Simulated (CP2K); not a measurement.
Isocyanoketene has these distinct C atoms: C1 (bonded to N), C3 (bonded to C, N and H) and C4 (bonded to C and O).

```xyz
6

C    -2.1347   -1.0025   -0.1011
N    -1.1454   -0.3502   -0.0155
C    -0.0308    0.4470    0.0851
C     1.1862   -0.0775   -0.0633
O     2.2574   -0.5286   -0.1925
H    -0.1327    1.5118    0.2874
```

Their partial C K spectra (CP2K XAS_TDP, all-electron GAPW, PBEh(45%), aug-cc-pVDZ, TDA, GW2X-corrected core level, no relativity) are given in random order, each times the number of alike atoms.

Gaussian full width 0.5 eV, oscillator strength per eV, alike atoms added, rows of zeros left out:

```
E (eV)  curve 1  curve 2  curve 3
288.00    0.000    0.000    0.003
288.25    0.001    0.002    0.041
288.50    0.003    0.031    0.132
288.75    0.004    0.117    0.163
289.00    0.001    0.110    0.137
289.25    0.000    0.027    0.053
289.50    0.005    0.002    0.006
289.75    0.032    0.000    0.000
290.00    0.056    0.000    0.000
290.25    0.026    0.000    0.000
290.50    0.003    0.000    0.000
291.00    0.000    0.000    0.001
291.25    0.002    0.003    0.005
291.50    0.008    0.040    0.007
291.75    0.014    0.118    0.002
292.00    0.016    0.089    0.000
292.25    0.007    0.017    0.000
292.50    0.002    0.001    0.000
292.75    0.012    0.000    0.000
293.00    0.033    0.000    0.000
293.25    0.034    0.000    0.000
293.50    0.030    0.000    0.000
293.75    0.027    0.000    0.002
294.00    0.010    0.000    0.009
294.25    0.004    0.000    0.009
294.50    0.008    0.000    0.007
294.75    0.024    0.000    0.015
295.00    0.038    0.000    0.016
295.25    0.038    0.000    0.010
295.50    0.049    0.000    0.009
295.75    0.055    0.001    0.007
296.00    0.023    0.001    0.003
296.25    0.007    0.001    0.002
296.50    0.020    0.004    0.003
296.75    0.027    0.011    0.003
297.00    0.015    0.012    0.002
297.25    0.010    0.005    0.004
297.50    0.027    0.001    0.007
297.75    0.037    0.001    0.019
298.00    0.019    0.002    0.026
298.25    0.010    0.003    0.010
298.50    0.011    0.005    0.005
298.75    0.015    0.004    0.013
299.00    0.009    0.002    0.012
299.25    0.006    0.001    0.003
299.50    0.014    0.001    0.001
299.75    0.023    0.000    0.001
300.00    0.016    0.000    0.006
300.25    0.005    0.002    0.013
300.50    0.005    0.002    0.009
300.75    0.011    0.002    0.002
301.00    0.009    0.003    0.002
301.25    0.004    0.008    0.003
```

Which curve belongs to which atom?

Curve 1: C3 (bonded to C, N and H), leading line at 289.98 eV (f = 0.030 an atom), ionisation energy 294.34 eV, term value 4.36 eV. Curve 2: C4 (bonded to C and O), leading line at 288.87 eV (f = 0.072 an atom), ionisation energy 297.65 eV, term value 8.78 eV. Curve 3: C1 (bonded to N), leading line at 288.58 eV (f = 0.070 an atom), ionisation energy 294.76 eV, term value 6.18 eV. The leading line of an atom is its first one with 35 % of the strongest within 2.5 eV of its lowest line over the strength cut. A line lies at the core ionisation energy, which rises as an atom loses charge to its neighbours or to a π system, less the term value, which is large for a low π* or σ* orbital with weight on that atom.

[Banner, clock and machine lines of the logs are left out without a mark of their own.]

[Logs are printed without paths, hosts, clocks, repeated set-up lines and the standing remarks that a program may print on its own settings, such as how far it seeks lower states.]

[Hosts, paths, dates, database ids (printed as entryN), source tags and the programs' standing remarks are cut or masked in the printed files.]
